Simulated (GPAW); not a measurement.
# Ballistic transport through a Pb chain with CO on top of one atom, from relaxation to T(E)

Aim: the conductance of a Pb chain with CO on top of one atom after relaxation, and whether geometry, basis or functional moves it most.

Calculated with GPAW 26.7.0; GPAW LCAO, PAW setups; relaxation of the junction within the symmetry of its start, lead ends held, in the first sound run; inputs show where later runs differ.

**1. The starting structure**

The cell holds 15 atoms: 13 Pb, 1 C and 1 O. Its edges and angles: a = 9.000 Å, b = 9.000 Å, c = 37.700 Å, α = 90.0°, β = 90.0°, γ = 90.0°. Regions: left lead, 6 atoms (6 Pb); channel, 3 atoms (1 Pb, 1 C and 1 O); right lead, 6 atoms (6 Pb). Vacuum lies along a and b. The structure is stacked along c, and the current runs across the ab planes.

**2. Relaxation**

Transmission follows bond lengths closely, so the atoms between the held lead ends are relaxed first, within whatever symmetry the start has.

run.py reads:

```python
import json
from ase import Atoms
from ase.constraints import FixAtoms
from ase.optimize import BFGS
from gpaw import GPAW, FermiDirac

device = Atoms(
    ['Pb', 'Pb', 'Pb', 'Pb', 'Pb', 'Pb', 'Pb', 'C', 'O', 'Pb', 'Pb', 'Pb', 'Pb', 'Pb', 'Pb'],
    positions=[
        [4.50000, 4.50000, 1.45000],
        [4.50000, 4.50000, 4.35000],
        [4.50000, 4.50000, 7.25000],
        [4.50000, 4.50000, 10.15000],
        [4.50000, 4.50000, 13.05000],
        [4.50000, 4.50000, 15.95000],
        [4.50000, 4.50000, 18.85000],
        [6.47020, 4.50000, 18.85000],
        [7.63020, 4.50000, 18.85000],
        [4.50000, 4.50000, 21.75000],
        [4.50000, 4.50000, 24.65000],
        [4.50000, 4.50000, 27.55000],
        [4.50000, 4.50000, 30.45000],
        [4.50000, 4.50000, 33.35000],
        [4.50000, 4.50000, 36.25000]],
    cell=[[9.0, 0.0, 0.0], [0.0, 9.0, 0.0], [0.0, 0.0, 37.7]],
    pbc=True)

device.set_constraint(FixAtoms([0, 1, 2, 3, 4, 10, 11, 12, 13, 14]))
device.calc = GPAW(mode='lcao', basis='dzp', xc='PBE', h=0.18,
                   kpts={'size': (1, 1, 2), 'gamma': True},
                   symmetry={'tolerance': 1e-3, 'extra_ids': [1, 1, 1, 1, 1, 0, 0, 0, 0, 0, 1, 1, 1, 1, 1]},
                   occupations=FermiDirac(0.1), maxiter=250,
                   mixer=dict(beta=0.1, nmaxold=8, weight=100.0),
                   convergence=dict(density=0.0001), txt='relax.txt')
path = []
opt = BFGS(device, maxstep=0.15)
opt.attach(lambda: path.append((device.get_potential_energy(), device.positions.tolist(), device.get_forces().tolist())))
relaxed = bool(opt.run(fmax=0.05, steps=50))
json.dump(dict(relaxed=relaxed, path=path, positions=device.positions.tolist(), moments=device.get_magnetic_moments().tolist(),
               forces=device.get_forces(apply_constraint=False).tolist()), open('result.json', 'w'))
```

Launch:

```sh
OMP_NUM_THREADS=1 OPENBLAS_NUM_THREADS=1 python run.py
```

Log:

```text
Step          Energy          fmax
BFGS:    0      -39.859158        5.333378
BFGS:    1      -40.324247        2.993069
BFGS:    2      -40.571730        4.231181
BFGS:    3      -40.735703        0.678323
BFGS:    4      -40.745081        0.201175
BFGS:    5      -40.749634        0.226087
BFGS:    6      -40.752179        0.282644
BFGS:    7      -40.756908        0.295336
BFGS:    8      -40.770328        0.334089
BFGS:    9      -40.791437        0.549063
BFGS:   10      -40.841490        0.870583
BFGS:   11      -40.873317        0.976876
BFGS:   12      -40.899744        0.860614
BFGS:   13      -40.953927        0.622226
BFGS:   14      -41.009624        0.549256
BFGS:   15      -41.037545        0.144717
BFGS:   16      -41.040058        0.069139
BFGS:   17      -41.040447        0.036726
```

It took 14 min on 1 thread of Intel Xeon Platinum 8488C (Sapphire Rapids), shared host; peak memory 1.7 GiB.

The steps of the relaxation:

| step | energy less that of the first step (eV) | largest force (eV/Å) |
| --- | --- | --- |
| 1 | 0.0000 | 5.3334 |
| 2 | -0.4669 | 2.9931 |
| 3 | -0.7147 | 4.2312 |
| 4 | -0.8819 | 0.6783 |
| 5 | -0.8913 | 0.2012 |
| 6 | -0.8961 | 0.2261 |
| 7 | -0.8988 | 0.2826 |
| 8 | -0.9035 | 0.2953 |
| 9 | -0.9167 | 0.3341 |
| 10 | -0.9370 | 0.5491 |
| 11 | -0.9849 | 0.8706 |
| 12 | -1.0129 | 0.9769 |
| 13 | -1.0373 | 0.8606 |
| 14 | -1.0928 | 0.6222 |
| 15 | -1.1470 | 0.5493 |
| 16 | -1.1748 | 0.1447 |
| 17 | -1.1757 | 0.0691 |
| 18 | -1.1768 | 0.0367 |

The atoms that moved most (Å):

| atom | dx | dy | dz | length |
| --- | --- | --- | --- | --- |
| Pb7 | -0.670 | 0.000 | 0.000 | 0.670 |
| Pb6 | 0.538 | 0.000 | 0.016 | 0.539 |
| Pb10 | 0.538 | 0.000 | -0.016 | 0.539 |
| C8 | -0.276 | 0.000 | 0.000 | 0.276 |
| O9 | -0.254 | 0.000 | 0.000 | 0.254 |

The relaxation lowered the energy of the cell by 1.18 eV (energies extrapolated to zero smearing; the optimiser's log prints free energies). The largest force left on a free atom is 0.037 eV/Å.

**3. GPAW, dzp**

The script solves lead and junction separately, takes H and S in the orbital basis, and joins semi-infinite leads through their self-energies; the dzp basis is the working standard.

This step: GPAW LCAO, PAW setups; Landauer transmission from Green's functions with principal layers (ASE), zero bias (GPAW 26.7.0).

run.py reads:

```python
import json
import numpy as np
from ase import Atoms
from ase.transport.calculators import TransportCalculator
from gpaw import GPAW, FermiDirac
from gpaw.lcao.tools import get_lcao_hamiltonian
from scipy.linalg import eigh

# The junction with lead layers at both ends, along the third cell vector
device = Atoms(
    ['Pb', 'Pb', 'Pb', 'Pb', 'Pb', 'Pb', 'Pb', 'C', 'O', 'Pb', 'Pb', 'Pb', 'Pb', 'Pb', 'Pb'],
    positions=[
        [4.50000, 4.50000, 1.45000],
        [4.50000, 4.50000, 4.35000],
        [4.50000, 4.50000, 7.25000],
        [4.50000, 4.50000, 10.15000],
        [4.50000, 4.50000, 13.05000],
        [5.03842, 4.50000, 15.96561],
        [3.83031, 4.50000, 18.85000],
        [6.19386, 4.50000, 18.85000],
        [7.37662, 4.50000, 18.85000],
        [5.03842, 4.50000, 21.73439],
        [4.50000, 4.50000, 24.65000],
        [4.50000, 4.50000, 27.55000],
        [4.50000, 4.50000, 30.45000],
        [4.50000, 4.50000, 33.35000],
        [4.50000, 4.50000, 36.25000]],
    cell=[[9.0, 0.0, 0.0], [0.0, 9.0, 0.0], [0.0, 0.0, 37.7]],
    pbc=True)

# One principal layer of the lead: the first 3 atoms of the device
lead = Atoms(
    ['Pb', 'Pb', 'Pb'],
    positions=[
        [4.50000, 4.50000, 1.45000],
        [4.50000, 4.50000, 4.35000],
        [4.50000, 4.50000, 7.25000]],
    cell=[[9.0, 0.0, 0.0], [0.0, 9.0, 0.0], [0.0, 0.0, 8.7]],
    pbc=True)

settings = dict(mode='lcao', basis='dzp', xc='PBE', h=0.18,
                occupations=FermiDirac(0.1), maxiter=250,
                mixer=dict(beta=0.1, nmaxold=8, weight=100.0),
                convergence=dict(density=0.0001))
energies = np.arange(-2, 2 + 1e-9, 0.025)
eta = 0.0001
n1, n2 = 1, 1
# k and -k transmit alike, so half of the mesh across the current serves
mesh = [(i, j) for i in range(n1) for j in range(n2) if (i, j) <= (-i % n1, -j % n2)]
weights = np.array([1 if (i, j) == (-i % n1, -j % n2) else 2 for i, j in mesh]) / (n1 * n2)

# [... helper functions left out ...]
fermi_lead = ground_state(lead, (1, 1, 13), 'lead.txt')
fermi_device = ground_state(device, (1, 1, 2), 'device.txt')
# [... loop over the mesh left out, but for ...]
        # Shift the lead onto the potential of the device's first layer
        shift = ((H[:, 0, 0] - H0[:, 0, 0]) / S0[0, 0]).real.mean()
# [...]
kT = 8.617333e-5 * 300
bias = [0.1, 0.2, 0.5, 1.0, 1.5, 2.0]
# [... integrals and printing left out ...]
```

Log:

```text
basis functions: device 325, principal layer 69
Fermi level: lead -2.5491 eV, device -2.4319 eV; lead shifted by 0.0016 eV
largest coupling past the next layer 2.76e-08 eV, largest misfit of the first layer 0.027 eV
  E-E_F (eV)   T (one spin)  [channel counts left out]
    -2.000    8.1987e-01
    -1.975    8.3322e-01
    -1.950    8.4586e-01
    -1.925    8.5786e-01
    -1.900    8.6927e-01
    -1.875    8.8012e-01
    -1.850    8.9045e-01
    -1.825    9.0029e-01
    -1.800    9.0965e-01
    -1.775    9.1854e-01
    -1.750    9.2699e-01
    -1.725    9.3499e-01
    -1.700    9.4255e-01
    -1.675    9.4968e-01
    -1.650    9.5637e-01
    -1.625    9.6262e-01
[...]
1.825    1.8779e+00
     1.850    1.8524e+00
     1.875    1.8262e+00
     1.900    1.7993e+00
     1.925    1.7716e+00
     1.950    1.7428e+00
     1.975    1.7127e+00
     2.000    1.6811e+00
conductance at 300 K: 2.1931 G0 a cell; thermopower -2.163 uV/K
current from the zero-bias T(E) at 0.1 V: 16.988 uA
current from the zero-bias T(E) at 0.2 V: 33.952 uA
current from the zero-bias T(E) at 0.5 V: 84.411 uA
current from the zero-bias T(E) at 1.0 V: 164.81 uA
current from the zero-bias T(E) at 1.5 V: 232.2 uA
current from the zero-bias T(E) at 2.0 V: 294.24 uA
```

Elapsed: 1.8 min, on 1 thread; peak memory 1.8 GiB.

This step gave:

| Item | Value |
| --- | --- |
| conductance | 2.193 G₀ |
| thermopower | -2.163 μV/K |
| largest coupling past the next principal layer | 2.76e-8 eV |
| largest misfit of the first principal layer | 0.02674 eV |
| shift that aligns the lead | 0.001633 eV |
| basis functions of the junction | 325 |
| basis functions of a principal layer | 69 |
| transmission at the Fermi level (one spin) | 2.195 |

One spin. The transmission, zone mean by energy, zero at the Fermi level:

| energy (eV) | transmission, zone mean |
| --- | --- |
| -2.000 | 0.820 |
| -1.900 | 0.869 |
| -1.800 | 0.910 |
| -1.700 | 0.943 |
| -1.600 | 0.968 |
| -1.500 | 0.987 |
| -1.400 | 0.997 |
| -1.350 | 0.999 |
| -1.300 | 0.998 |
| -1.200 | 0.986 |
| -1.100 | 0.955 |
| -1.000 | 0.896 |
| -0.900 | 0.790 |
| -0.800 | 0.602 |
| -0.700 | 0.222 |
| -0.600 | 1.27 |
| -0.500 | 1.53 |
| -0.400 | 1.74 |
| -0.300 | 1.91 |
| -0.200 | 2.03 |
| -0.100 | 2.12 |
| 0.000 | 2.19 |
| 0.100 | 2.25 |
| 0.200 | 2.30 |
| 0.300 | 2.35 |
| 0.400 | 2.39 |
| 0.500 | 2.43 |
| 0.600 | 2.46 |
| 0.700 | 2.48 |
| 0.800 | 2.49 |
| 0.900 | 2.48 |
| 1.000 | 2.46 |
| 1.100 | 2.43 |
| 1.200 | 2.38 |
| 1.300 | 2.32 |
| 1.400 | 2.25 |
| 1.500 | 2.17 |
| 1.600 | 2.09 |
| 1.700 | 2.00 |
| 1.800 | 1.90 |
| 1.900 | 1.80 |
| 2.000 | 1.68 |

Not self-consistent under bias; the bias window is split evenly. Table of current through one cell, from the zero-bias transmission by bias:

| bias (V) | current through one cell, from the zero-bias transmission (μA) |
| --- | --- |
| 0.100 | 17.0 |
| 0.200 | 34.0 |
| 0.500 | 84.4 |
| 1.000 | 165 |
| 1.500 | 232 |
| 2.000 | 294 |

The transmission of the three most open eigenchannels by energy, zero at the Fermi level:

| energy (eV) | channel 1 | channel 2 | channel 3 |
| --- | --- | --- | --- |
| -2.000 | 0.820 | 0 | 0 |
| -1.800 | 0.910 | 0 | 0 |
| -1.600 | 0.968 | 0 | 0 |
| -1.400 | 0.997 | 0 | 0 |
| -1.200 | 0.986 | 0 | 0 |
| -1.000 | 0.896 | 0 | 0 |
| -0.800 | 0.602 | 4.2e-11 | 0 |
| -0.600 | 0.676 | 0.553 | 0.0423 |
| -0.400 | 0.860 | 0.770 | 0.109 |
| -0.200 | 0.950 | 0.885 | 0.197 |
| 0.000 | 0.984 | 0.914 | 0.297 |
| 0.200 | 0.994 | 0.910 | 0.400 |
| 0.400 | 0.998 | 0.902 | 0.494 |
| 0.600 | 0.999 | 0.898 | 0.565 |
| 0.800 | 0.999 | 0.888 | 0.603 |
| 1.000 | 0.999 | 0.858 | 0.607 |
| 1.200 | 0.999 | 0.796 | 0.584 |
| 1.400 | 0.997 | 0.702 | 0.550 |
| 1.600 | 0.992 | 0.583 | 0.514 |
| 1.800 | 0.981 | 0.477 | 0.445 |
| 2.000 | 0.968 | 0.432 | 0.281 |

Couplings past the next layer reach 2.8e-8 eV, small enough to drop; the matrix elements of the cell's first layer differ from the bulk lead's by up to 0.027 eV. That layer keeps its own values in the calculation, and only beyond it is the lead taken as perfect. The Fermi levels of lead and junction count from different zeros of potential, one for each periodic cell; with both set to zero, the small remaining shift is what aligns them. Without spin-orbit coupling, which is large for these atoms, channel counts and T are those of the scalar-relativistic bands. By hand: G = 2.193 × 77.48 μS = 170 μS, a resistance of 5.88 kΩ; at 0.1 V a linear junction would pass 17.0 μA, and the integral over the bias window gives 17.0 μA. Mott's formula, S = -(π²/3)(k_B²T/e) d ln T/dE, has the prefactor 7.33 μV/K·eV at 300 K; T = 2.178 at -0.025 eV and 2.210 at 0.025 eV give a slope of 0.290 per eV and S = -2.13 μV/K, beside -2.16 μV/K from the thermal integral, which interpolates the same grid.

**4. GPAW, szp: basis = "szp(dzp)"**

The second zeta is dropped, the polarisation orbitals stay.

run.py, as its differences from that of step 3:

```diff
@@ -40,3 +40,3 @@
 
-settings = dict(mode='lcao', basis='dzp', xc='PBE', h=0.18,
+settings = dict(mode='lcao', basis='szp(dzp)', xc='PBE', h=0.18,
                 occupations=FermiDirac(0.1), maxiter=250,
```

Log:

```text
basis functions: device 200, principal layer 42
Fermi level: lead -2.7188 eV, device -2.6011 eV; lead shifted by -0.0037 eV
largest coupling past the next layer 2.75e-08 eV, largest misfit of the first layer 0.027 eV
  E-E_F (eV)   T (one spin)  [channel counts left out]
    -2.000    8.5163e-01
    -1.975    8.6411e-01
    -1.950    8.7575e-01
    -1.925    8.8665e-01
    -1.900    8.9687e-01
    -1.875    9.0647e-01
    -1.850    9.1550e-01
    -1.825    9.2399e-01
    -1.800    9.3197e-01
    -1.775    9.3946e-01
    -1.750    9.4650e-01
    -1.725    9.5308e-01
    -1.700    9.5922e-01
    -1.675    9.6493e-01
    -1.650    9.7021e-01
    -1.625    9.7507e-01
[...]
1.825    1.7538e+00
     1.850    1.7188e+00
     1.875    1.6824e+00
     1.900    1.6442e+00
     1.925    1.6041e+00
     1.950    1.5618e+00
     1.975    1.5172e+00
     2.000    1.4704e+00
conductance at 300 K: 2.2164 G0 a cell; thermopower -2.424 uV/K
current from the zero-bias T(E) at 0.1 V: 17.168 uA
current from the zero-bias T(E) at 0.2 V: 34.307 uA
current from the zero-bias T(E) at 0.5 V: 85.219 uA
current from the zero-bias T(E) at 1.0 V: 166.17 uA
current from the zero-bias T(E) at 1.5 V: 234.16 uA
current from the zero-bias T(E) at 2.0 V: 297.72 uA
```

It took 88 s on 1 thread; peak memory 1.8 GiB.

This step gave:

* conductance: 2.216 G₀
* thermopower: -2.424 μV/K
* largest coupling past the next principal layer: 2.75e-8 eV
* largest misfit of the first principal layer: 0.02676 eV
* shift that aligns the lead: -0.003745 eV
* basis functions of the junction: 200
* basis functions of a principal layer: 42
* transmission at the Fermi level (one spin): 2.218

One spin. The transmission, zone mean by energy, zero at the Fermi level:

energy (eV), transmission, zone mean and a bar from the least value:
```
   -2.000       0.85 ###
   -1.800       0.93 #####
   -1.600       0.98 #####
   -1.400       1.00 ######
   -1.375       1.00 ######
   -1.200       0.98 #####
   -1.000       0.90 ####
   -0.800       0.65 
   -0.600       1.23 #########
   -0.400       1.71 #################
   -0.200       2.03 ######################
    0.000       2.22 #########################
    0.200       2.34 ###########################
    0.400       2.45 ############################
    0.600       2.52 ##############################
    0.775       2.55 ##############################
    0.800       2.55 ##############################
    1.000       2.51 #############################
    1.200       2.40 ############################
    1.400       2.24 #########################
    1.600       2.03 ######################
    1.800       1.79 ##################
    2.000       1.47 #############
```

Not self-consistent under bias; the bias window is split evenly. Table of current through one cell, from the zero-bias transmission by bias:

| bias (V) | current through one cell, from the zero-bias transmission (μA) |
| --- | --- |
| 0.100 | 17.2 |
| 0.200 | 34.3 |
| 0.500 | 85.2 |
| 1.000 | 166 |
| 1.500 | 234 |
| 2.000 | 298 |

The transmission of the three most open eigenchannels by energy, zero at the Fermi level:

| energy (eV) | channel 1 | channel 2 | channel 3 |
| --- | --- | --- | --- |
| -2.000 | 0.852 | 0 | 0 |
| -1.900 | 0.897 | 0 | 0 |
| -1.800 | 0.932 | 0 | 0 |
| -1.700 | 0.959 | 0 | 0 |
| -1.600 | 0.980 | 0 | 0 |
| -1.500 | 0.993 | 0 | 0 |
| -1.400 | 0.999 | 0 | 0 |
| -1.300 | 0.996 | 0 | 0 |
| -1.200 | 0.982 | 0 | 0 |
| -1.100 | 0.953 | 0 | 0 |
| -1.000 | 0.901 | 0 | 0 |
| -0.900 | 0.809 | 0 | 0 |
| -0.800 | 0.646 | 1.6e-11 | 0 |
| -0.700 | 0.320 | 1.3e-7 | 7.2e-9 |
| -0.600 | 0.676 | 0.508 | 0.0422 |
| -0.500 | 0.792 | 0.645 | 0.0753 |
| -0.400 | 0.860 | 0.733 | 0.116 |
| -0.300 | 0.912 | 0.809 | 0.165 |
| -0.200 | 0.949 | 0.861 | 0.221 |
| -0.100 | 0.971 | 0.887 | 0.279 |
| 0.000 | 0.983 | 0.895 | 0.340 |
| 0.100 | 0.990 | 0.892 | 0.402 |
| 0.200 | 0.993 | 0.886 | 0.463 |
| 0.300 | 0.995 | 0.880 | 0.522 |
| 0.400 | 0.997 | 0.876 | 0.575 |
| 0.500 | 0.998 | 0.873 | 0.619 |
| 0.600 | 0.998 | 0.869 | 0.654 |
| 0.700 | 0.998 | 0.864 | 0.679 |
| 0.800 | 0.998 | 0.854 | 0.693 |
| 0.900 | 0.998 | 0.839 | 0.698 |
| 1.000 | 0.996 | 0.817 | 0.693 |
| 1.100 | 0.994 | 0.786 | 0.682 |
| 1.200 | 0.990 | 0.746 | 0.665 |
| 1.300 | 0.984 | 0.695 | 0.645 |
| 1.400 | 0.976 | 0.635 | 0.625 |
| 1.500 | 0.965 | 0.604 | 0.567 |
| 1.600 | 0.952 | 0.585 | 0.492 |
| 1.700 | 0.937 | 0.567 | 0.410 |
| 1.800 | 0.918 | 0.550 | 0.320 |
| 1.900 | 0.897 | 0.532 | 0.215 |
| 2.000 | 0.873 | 0.514 | 0.0837 |

The conductance, 2.22 G₀, lies 1.1 % above that of the dzp run.

**5. GPAW, sz: basis = "sz(dzp)"**

One function for each valence shell of the setup, as for a first survey of a large system.

run.py, as its differences from that of step 4:

```diff
@@ -40,3 +40,3 @@
 
-settings = dict(mode='lcao', basis='szp(dzp)', xc='PBE', h=0.18,
+settings = dict(mode='lcao', basis='sz(dzp)', xc='PBE', h=0.18,
                 occupations=FermiDirac(0.1), maxiter=250,
```

Log:

```text
basis functions: device 125, principal layer 27
Fermi level: lead -2.6065 eV, device -2.5040 eV; lead shifted by 0.0054 eV
largest coupling past the next layer 2.77e-08 eV, largest misfit of the first layer 0.026 eV
  E-E_F (eV)   T (one spin)  [channel counts left out]
    -2.000    8.5321e-01
    -1.975    8.6462e-01
    -1.950    8.7540e-01
[...]
1.975    1.7634e+00
     2.000    1.9720e+00
conductance at 300 K: 2.2642 G0 a cell; thermopower -2.6 uV/K
current from the zero-bias T(E) at 0.1 V: 17.539 uA
current from the zero-bias T(E) at 0.2 V: 35.055 uA
current from the zero-bias T(E) at 0.5 V: 87.211 uA
current from the zero-bias T(E) at 1.0 V: 170.83 uA
current from the zero-bias T(E) at 1.5 V: 243.71 uA
current from the zero-bias T(E) at 2.0 V: 307.54 uA
```

Wall time 55 s (1 thread); peak memory 1.6 GiB.

Numbers from this step:

```
conductance                                    : 2.264 G₀
thermopower                                    : -2.600 μV/K
largest coupling past the next principal layer : 2.77e-8 eV
largest misfit of the first principal layer    : 0.02578 eV
shift that aligns the lead                     : 0.005448 eV
basis functions of the junction                : 125
basis functions of a principal layer           : 27
transmission at the Fermi level (one spin)     : 2.266
```

One spin. The transmission, zone mean by energy, zero at the Fermi level:

energy (eV), transmission, zone mean and a bar from the least value:
```
   -2.000       0.85 ####
   -1.900       0.90 #####
   -1.800       0.93 #####
   -1.700       0.96 ######
   -1.600       0.98 ######
   -1.500       0.99 ######
   -1.400       1.00 ######
   -1.375       1.00 ######
   -1.300       1.00 ######
   -1.200       0.98 ######
   -1.100       0.95 ######
   -1.000       0.89 #####
   -0.900       0.77 ###
   -0.800       0.56 
   -0.700       0.89 #####
   -0.600       1.38 ############
   -0.500       1.59 ###############
   -0.400       1.78 ##################
   -0.300       1.94 ####################
   -0.200       2.08 ######################
   -0.100       2.18 ########################
    0.000       2.27 #########################
    0.100       2.34 ##########################
    0.200       2.41 ###########################
    0.300       2.47 ############################
    0.400       2.52 #############################
    0.500       2.56 #############################
    0.600       2.59 ##############################
    0.700       2.61 ##############################
    0.750       2.61 ##############################
    0.800       2.61 ##############################
    0.900       2.59 ##############################
    1.000       2.55 #############################
    1.100       2.48 ############################
    1.200       2.40 ###########################
    1.300       2.29 #########################
    1.400       2.16 #######################
    1.500       2.02 #####################
    1.600       1.86 ###################
    1.700       1.68 ################
    1.800       1.50 ##############
    1.900       1.42 #############
    2.000       1.97 #####################
```

The conductance, 2.26 G₀, lies 3.2 % above that of the dzp run.

[end of part 1 of 2]

[Logs are printed without paths, hosts, clocks, repeated set-up lines and the standing remarks that a program may print on its own settings, such as how far it seeks lower states.]

[Hosts, paths, dates, database ids (printed as entryN), source tags and the programs' standing remarks are cut or masked in the printed files.]
